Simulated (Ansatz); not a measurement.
# Work function of Na(111): what the settings cost and change, part 2 of 2

How far do functional and pseudopotentials move the work function of Na(111), and at what cost?

Ansatz 0.2.0; plane-wave DFT, PBE, Ansatz PAW (the session's first sound run).

So far, work function, upper face (eV): step 2 (slab, setting PBE, Ansatz PAW (420 eV)) 2.58; step 3 (LDA) 2.70; step 4 (PBEsol) 2.59; step 5 (RPBE) 2.51; step 6 (r2SCAN) 2.55.

**8. Run**

This step: plane-wave DFT, PBE, norm-conserving (Ansatz 0.2.0).

input.yaml reads:

```yaml
crystal:
  lattice:
    - [5.9821233688, 0.0, 0.0]
    - [2.9910616844, 5.180670806, 0.0]
    - [0.0, 0.0, 30.2109581934]
  atoms:
    - { symbol: Na, position: [0.6666666667, 0.6666666667, 0.2979051489] }
    - { symbol: Na, position: [0.0, 0.0, 0.3383241191] }
    - { symbol: Na, position: [0.3333333333, 0.3333333333, 0.3787430894] }
    - { symbol: Na, position: [0.6666666667, 0.6666666667, 0.4191620596] }
    - { symbol: Na, position: [0.0, 0.0, 0.4595810298] }
    - { symbol: Na, position: [0.3333333333, 0.3333333333, 0.5] }
    - { symbol: Na, position: [0.6666666667, 0.6666666667, 0.5404189702] }
    - { symbol: Na, position: [0.0, 0.0, 0.5808379404] }
    - { symbol: Na, position: [0.3333333333, 0.3333333333, 0.6212569106] }
    - { symbol: Na, position: [0.6666666667, 0.6666666667, 0.6616758809] }
    - { symbol: Na, position: [0.0, 0.0, 0.7020948511] }
kpoints:
  mp_grid: { grid: [8, 8, 1] }
hamiltonian:
  xc: pbe
  pseudopotentials: { kind: nc }
scf:
  occupations: { method: fermi_dirac, width: 0.1 }
  convergence: { dr2_threshold: 1.0e-09 }
efield:
  axis: 3
  dipole_correction: true
  ramp_position: 0.97
  ramp_width: 0.06
output:
  write_potential: true
  write_density: true
  volumetric_format: npy
```

On the command line:

```
$ ansatz run input.yaml --threads 2 --pin off --max-ram 3072MiB --backend cpu --events-out ev --progress --plain --runs-dir out
```

Numbers of over 12 decimals in the logs are rounded to 6 here.

The program printed:

```text
[...]
Crystal: 11 atoms, lattice volume = 936.280 Å³
Basis set: ecut = 1197.300995 eV, 88047 PW (Γ)
Bands: 61, of which v1, the nominal top of the filled ones, is band 50 counted from 1 (49 counted from 0)
Symmetry: 6 space group operations
k-points: 10 of 64 (time reversal used)
[...]
k-point 1: bands = [... 46 lower, -2.4397, -1.5016, -0.4965, 0.4628, 0.4882, 0.9157, 0.9298, 1.3186, ... 7 higher]
  k-point 2: bands = [... 46 lower, -2.1767, -1.2448, -0.6092, -0.2568, -0.1313, 0.5273, 0.5634, 0.7299, ... 7 higher]
  k-point 9: bands = [... 46 lower, -1.6600, -1.5626, -1.3819, -0.9743, -0.8884, -0.7976, -0.1748, 0.0417, ... 7 higher]
[key lines of the parts left out:]
SCF converged after 9 iterations
Free energy (F): -13682.493545 eV
Fermi energy:    -0.676922 eV
Dipole field:    D = -0.000000 V/Å  (p = -0.000000 e·Å, saw-weighted, corrected)
Work function:   Φ+ = 2.5812 eV   Φ− = 2.5812 eV
```

Elapsed: 9.2 min, on 2 threads of Arm Neoverse N1, shared host; peak memory 2.9 GiB; 15 min of CPU time.

The work function is 2.581 eV, -0.001 eV from the run “PBE, Ansatz PAW (420 eV)”, at 6.9 times its CPU time.

**9. Run**

This step: plane-wave DFT, LDA, norm-conserving (Ansatz 0.2.0).

Changes to input.yaml since step 8:

```diff
@@ -20,3 +20,3 @@
 hamiltonian:
-  xc: pbe
+  xc: lda
   pseudopotentials: { kind: nc }
```

The program printed:

```text
[...]
Crystal: 11 atoms, lattice volume = 936.280 Å³
Basis set: ecut = 1197.300995 eV, 88047 PW (Γ)
Bands: 61, of which v1, the nominal top of the filled ones, is band 50 counted from 1 (49 counted from 0)
Symmetry: 6 space group operations
k-points: 10 of 64 (time reversal used)
[...]
k-point 1: bands = [... 46 lower, -2.5801, -1.6374, -0.6304, 0.3264, 0.3537, 0.7809, 0.8116, 1.1908, ... 7 higher]
  k-point 2: bands = [... 46 lower, -2.3174, -1.3812, -0.7500, -0.3925, -0.2689, 0.4096, 0.4291, 0.5887, ... 7 higher]
  k-point 9: bands = [... 46 lower, -1.8039, -1.7041, -1.5240, -1.1184, -1.0314, -0.9353, -0.3123, -0.1064, ... 7 higher]
[key lines of the parts left out:]
SCF converged after 10 iterations
Free energy (F): -13652.343573 eV
Fermi energy:    -0.816116 eV
Dipole field:    D = -0.000000 V/Å  (p = -0.000000 e·Å, saw-weighted, corrected)
Work function:   Φ+ = 2.7005 eV   Φ− = 2.7005 eV
```

It took 7 min on 2 threads; peak memory 2.8 GiB.

The work function is 2.700 eV, +0.119 eV from the run “PBE, Ansatz PAW (420 eV)”, at 4.3 times its CPU time.

**10. Run, setting PBE, all layers relaxed**

This step: plane-wave DFT, PBE, Ansatz PAW (Ansatz 0.2.0).

Changes to input.yaml since step 9:

```diff
@@ -20,4 +20,3 @@
 hamiltonian:
-  xc: lda
-  pseudopotentials: { kind: nc }
+  xc: pbe
 scf:
@@ -30,2 +29,5 @@
   ramp_width: 0.06
+relax:
+  f_tol: 0.01
+  max_steps: 40
 output:
```

The program printed:

```text
[...]
Crystal: 11 atoms, lattice volume = 936.280 Å³
Basis set: ecut = 420 eV, 18149 PW (Γ), exchange–correlation on 80×80×432 points (8 copies of the dense FFT grid, shifted against one another)
Bands: 61, of which v1, the nominal top of the filled ones, is band 50 counted from 1 (49 counted from 0)
Symmetry: 6 space group operations
[...]
- { symbol: Na, position: [5.128812581895801e-19, 0, 0.460953] }
    - { symbol: Na, position: [0.333333, 0.333333, 0.500000] }
    - { symbol: Na, position: [0.666667, 0.666667, 0.539047] }
    - { symbol: Na, position: [-3.680650685806514e-19, 0, 0.579853] }
    - { symbol: Na, position: [0.333333, 0.333333, 0.624763] }
    - { symbol: Na, position: [0.666667, 0.666667, 0.656122] }
    - { symbol: Na, position: [-2.736598798230979e-18, 0, 0.694774] }
[key lines of the parts left out:]
SCF converged after 6 iterations
Free energy (F): -16349.721954 eV
Fermi energy:    -0.670240 eV
Dipole field:    D = 0.000000 V/Å  (p = 0.000001 e·Å, saw-weighted, corrected)
Work function:   Φ+ = 2.6109 eV   Φ− = 2.6109 eV
```

It took 3.9 min on 2 threads; peak memory 1.1 GiB.

The relaxation took 5 steps and lowered the energy by 0.036 eV; the largest force on the free atoms ends at 0.0035 eV/Å.

The work function is 2.611 eV, +0.029 eV from the run “PBE, Ansatz PAW (420 eV)”, at 2.9 times its CPU time.

**11. Comparing the runs**

Times are for 2 threads of Arm Neoverse N1, shared host. Results by setting:

```
no.                         setting  work function, upper face (eV)     time  memory (GiB)
  1        PBE, Ansatz PAW (420 eV)                           2.582     74 s           1.2
  2        LDA, Ansatz PAW (420 eV)                           2.701     77 s           1.2
  3     PBEsol, Ansatz PAW (420 eV)                           2.590     81 s           1.2
  4       RPBE, Ansatz PAW (420 eV)                           2.512     80 s           1.2
  5     r2SCAN, Ansatz PAW (500 eV)                           2.554  2.8 min           2.5
  6  PBE, norm-conserving (1197 eV)                           2.581  9.2 min           2.9
  7  LDA, norm-conserving (1197 eV)                           2.700    7 min           2.8
  8         PBE, all layers relaxed                           2.611  3.9 min           1.1
```

**12. Varying the input**

An input spoilt on purpose, to show how the run answers: it repeats the earlier run “PBE, Ansatz PAW (420 eV)” with scf.occupations from method: fermi_dirac, width: 0.1 to method: methfessel_paxton, width: 2.0, and scf.max_iter set to 80; its output block differs too.

Changes to input.yaml since step 10:

```diff
@@ -22,4 +22,5 @@
 scf:
-  occupations: { method: fermi_dirac, width: 0.1 }
+  occupations: { method: methfessel_paxton, width: 2.0 }
   convergence: { dr2_threshold: 1.0e-09 }
+  max_iter: 80
 efield:
@@ -29,5 +30,2 @@
   ramp_width: 0.06
-relax:
-  f_tol: 0.01
-  max_steps: 40
 output:
```

The program printed:

```text
band count auto-derived: 128 (N_el = 99.0; filled up to band 50; 61 by the electrons, moments and atoms)
[...]
Crystal: 11 atoms, lattice volume = 936.280 Å³
Basis set: ecut = 420 eV, 18149 PW (Γ)
Bands: 128, of which v1, the nominal top of the filled ones, is band 50 counted from 1 (49 counted from 0)
Symmetry: 6 space group operations
k-points: 10 of 64 (time reversal used)
[...]
SCF iter   1: F=—  HF=-16349.600171 eV  |F-HF|=—  |Δ(HF+E_count)|=         —  Δρ=1.12e-3  dr2=2.03e-1  ethr=1.77e-3  p=0.000 e·Å  D=3.85e-14 V/Å  ΔV_dip=-0.00 eV  dr2_dipole=8.62e-9  V_vac-E_F(+/−)=2.37/2.37 eV  ⟨swp⟩=15.2  Hψ=9097  notcnv=0
[...]
SCF iter  21: F=-16349.532575 eV  HF=-16349.532575 eV  |F-HF|=1.27e-11  |Δ(HF+E_count)|=  3.89e-10  S|Δr|=    0.00e0  Δρ=6.76e-8  dr2=3.87e-11  ethr=1.01e-12  p=-0.000 e·Å  D=-1.78e-6 V/Å  ΔV_dip=0.00 eV  dr2_dipole=1.32e-12  V_vac-E_F(+/−)=0.98/0.96 eV  ⟨swp⟩=17.5  Hψ=4953  notcnv=0
WARN: efield: at this solve's end the planar-averaged density reaches -4.63e-4 e/Å³ inside the ramp window [0.9369, 0.0631] (bound 1e-5 e/Å³); the window's nearer edge stands 7.09 Å from this solve's nearest atom along the axis. Its work functions, free energy, forces, stress, dipole, levels and responses can be off, and this figure does not tell by how much. The cell may have no vacuum along `efield.axis`. A short vacuum, a low `basis.ecutwfc` or `basis.ecutrho_ratio` and negative occupations (`scf.occupations.method`) can put density there. See the manual's quickstart, § The vacuum guard
SCF 1 converged in 21 iterations: F = -16349.532575 eV  dr2 = 3.87e-11
[...]
SCF converged after 21 iterations
Stability not checked: this state was not tested for a lower state beside it, because cold or Methfessel-Paxton smearing, or corrected tetrahedra, fill the levels in a way that the test cannot read (fill_not_monotonic; see scf.lower_state_search)
Free energy (F): -16349.532575 eV
[...]
Internal energy: -16349.908340 eV  (E = F + TS)
E sigma→0 (E₀):  -16349.626516 eV
Entropy (-TS):   0.375765 eV (34.160 meV/atom)
Fermi energy:    -0.158832 eV
Step filling:    the computed levels leave a gap of 0.0526 eV = 0.0 smearing widths at the electron count; against every level under it full and every level over it empty, smearing changes F+E_penalty+E_count by +146.076 meV and its σ→0 estimate by +52.135 meV
Dipole field:    D = -0.000002 V/Å  (p = -0.000013 e·Å, saw-weighted, corrected)
Work function:   Φ+ = 0.9754 eV (in doubt: plateau slope 1.7e-1 eV/Å)   Φ− = 0.9576 eV (in doubt: plateau slope 1.6e-1 eV/Å)
[...]
Vacuum region:   at the solve's end the planar-averaged density reaches -4.63e-4 e/Å³ inside the ramp window [0.9369, 0.0631] (bound 1e-5 e/Å³)
[...]
--- Band table (eV; the first three rows and the last of 10) ---
  k-point 0: bands = [... 46 lower, -2.0102, -1.0923, -0.1439, 0.7645, 1.0704, 1.7613, 1.9186, 2.0024, ... 74 higher]
  k-point 1: bands = [... 46 lower, -1.9222, -1.0059, -0.0594, 0.8458, 0.9938, 1.1574, 1.4367, 1.4556, ... 74 higher]
  k-point 2: bands = [... 46 lower, -1.6593, -0.7490, -0.0826, 0.1880, 0.3827, 1.0530, 1.0580, 1.1196, ... 74 higher]
  k-point 9: bands = [... 46 lower, -1.1384, -1.0405, -0.8552, -0.4573, -0.3660, -0.2795, 0.3401, 0.5359, ... 74 higher]
```

It took 5.2 min on 2 threads; peak memory 2.2 GiB; 8.7 min of CPU time.

```
                      quantity  this run  earlier run  difference
work function, upper face (eV)    0.9754        2.582        -1.6
```

It moves by -1.61 eV.

With this change the program also warns of density in the ramp of the sawtooth; these numbers are not the system's.

**13. What came out**

| Item | Value |
| --- | --- |
| work function, PBE, Ansatz PAW (420 eV) | 2.582 eV |
| work function, LDA, Ansatz PAW (420 eV) | 2.701 eV |
| work function, RPBE, Ansatz PAW (420 eV) | 2.512 eV |
| work function, r2SCAN, Ansatz PAW (500 eV) | 2.554 eV |
| work function, PBE, all layers relaxed | 2.611 eV |

What this shows: PBE on the default files gives 2.58 eV, and the settings tried spread the value from 2.51 to 2.70 eV. At one geometry LDA lies 0.12 eV above PBE. The choice of pseudopotentials moves the PBE value by 0.001 eV. Relaxing the layers changes it by +0.029 eV. The ladder's slabs use the tabulated experimental lattice constant (two decimals; a low-temperature value for the alkali metals).

[Logs are printed without paths, hosts, clocks, repeated set-up lines and the standing remarks that a program may print on its own settings, such as how far it seeks lower states.]

[Hosts, paths, dates, database ids (printed as entryN), source tags and the programs' standing remarks are cut or masked in the printed files.]

[Maps of the electrostatic potential energy from Ansatz leave out the sawtooth potential of an applied field or a dipole correction, so their vacuum need not be flat; planar profiles and work functions include it.]
